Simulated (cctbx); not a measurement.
**Diagnosing a refinement**

Cell a = 8.0350 Å, b = 4.9820 Å, c = 9.8840 Å, α = 90.00°, β = 90.00°, γ = 90.00°; space group Pnma (no. 62). The compound is CeFe6.

The data are simulated with cctbx, not measured: Mo Kα, λ = 0.71073 Å, to d = 0.75 Å, 95 % of the full sphere, strongest reflection 5000 counts, noise from counting, a 6 % proportional error and a noise floor of 4 counts (s.d.); no absorption.

An anisotropic refinement with weights 1/σ² prints:

```text
Rint 0.067, 549 unique reflections to 0.75 A
cycle     R1     wR2    GooF  max shift (A)
   1  0.0483  0.1118   2.191   0.00205
   2  0.0279  0.0666   1.305   0.00000
final R1 0.0279 wR2 0.0666 GooF 1.305  parameters 39  data/parameter 14.1
atom        x        y        z      Ueq    occ   su(xyz)  su(Uiso or U11)
Ce1    0.23327  0.75000  0.55997   0.0035  1.000  0.00007  0.0003
Fe1    0.92562  0.48530  0.19277   0.0047  1.000  0.00021  0.0005
Fe2    0.59308  0.75000  0.48051   0.0055  1.000  0.00019  0.0007
Cu1    0.94110  0.75000  0.40086   0.0134  1.000  0.00018  0.0007
Fe3    0.68054  0.75000  0.24238   0.0045  1.000  0.00018  0.0006
Fe4    0.35510  0.75000  0.85587   0.0050  1.000  0.00018  0.0006
difference map: max 1.83 min -2.73 rms 0.47
Q1    0.0587  0.2500  0.3535    4    1.88  0.69 A from Fe4
Q2    0.0719  0.0057  0.7053    8    1.82  1.01 A from Fe1
Q3    0.2160  0.2500  0.0033    4    1.52  0.69 A from Ce1
Q4    0.0608  0.7500  0.3895    4    1.36  0.97 A from Cu1
Q5    0.2175  0.7500  0.5717    4    1.35  0.17 A from Ce1
Q6    0.1437  0.2500  0.7802    4    1.33  1.43 A from Fe3
```

**Question.** Can this result stand? If not, what is the likely fault?

Mend it. The fault: wrong element: Cu1 is Fe. Against the right model at the same level, R1 goes from 0.0204 to 0.0279 and GooF from 0.91 to 1.30 and U of Cu1 swells from 0.0063 to 0.0134 Å². Cu1 has 3 electrons too many and its U swells to shed them, as expected.

The compound is CeFe6. The right model at the same level gives:

```text
Rint 0.067, 549 unique reflections to 0.75 A
cycle     R1     wR2    GooF  max shift (A)
   1  0.0211  0.0476   0.933   0.00045
   2  0.0204  0.0463   0.907   0.00000
final R1 0.0204 wR2 0.0463 GooF 0.907  parameters 39  data/parameter 14.1
atom        x        y        z      Ueq    occ   su(xyz)  su(Uiso or U11)
Ce1    0.23326  0.75000  0.55997   0.0041  1.000  0.00005  0.0002
Fe1    0.92565  0.48525  0.19271   0.0052  1.000  0.00015  0.0003
Fe2    0.59316  0.75000  0.48033   0.0063  1.000  0.00013  0.0005
Fe3    0.94106  0.75000  0.40088   0.0063  1.000  0.00013  0.0004
Fe4    0.68049  0.75000  0.24231   0.0051  1.000  0.00013  0.0004
Fe5    0.35497  0.75000  0.85592   0.0057  1.000  0.00013  0.0004
difference map: max 1.42 min -1.15 rms 0.36
Q1    0.0724  0.0035  0.6995    8    1.48  1.07 A from Fe1
Q2    0.0310  0.2500  0.2553    4    1.48  1.35 A from Fe5
Q3    0.0544  0.2500  0.3539    4    1.29  0.73 A from Fe5
Q4    0.0207  0.2500  0.7005    4    1.25  1.05 A from Fe3
Q5    0.2204  0.5324  0.1817    8    1.22  1.36 A from Fe4
Q6    0.1710  0.5922  0.7339    8    1.11  1.13 A from Fe1
```

Isotropic U is held between 0.0001 and 1 Å² by the program, and listed peak heights are interpolated, so they can pass the grid's maximum.

This is a model crystal, built by substitution and not relaxed, with assumed displacement parameters.

[Middle refinement cycles are left out of these outputs.]

[Logs are printed without paths, hosts, clocks, repeated set-up lines and the standing remarks that a program may print on its own settings, such as how far it seeks lower states.]
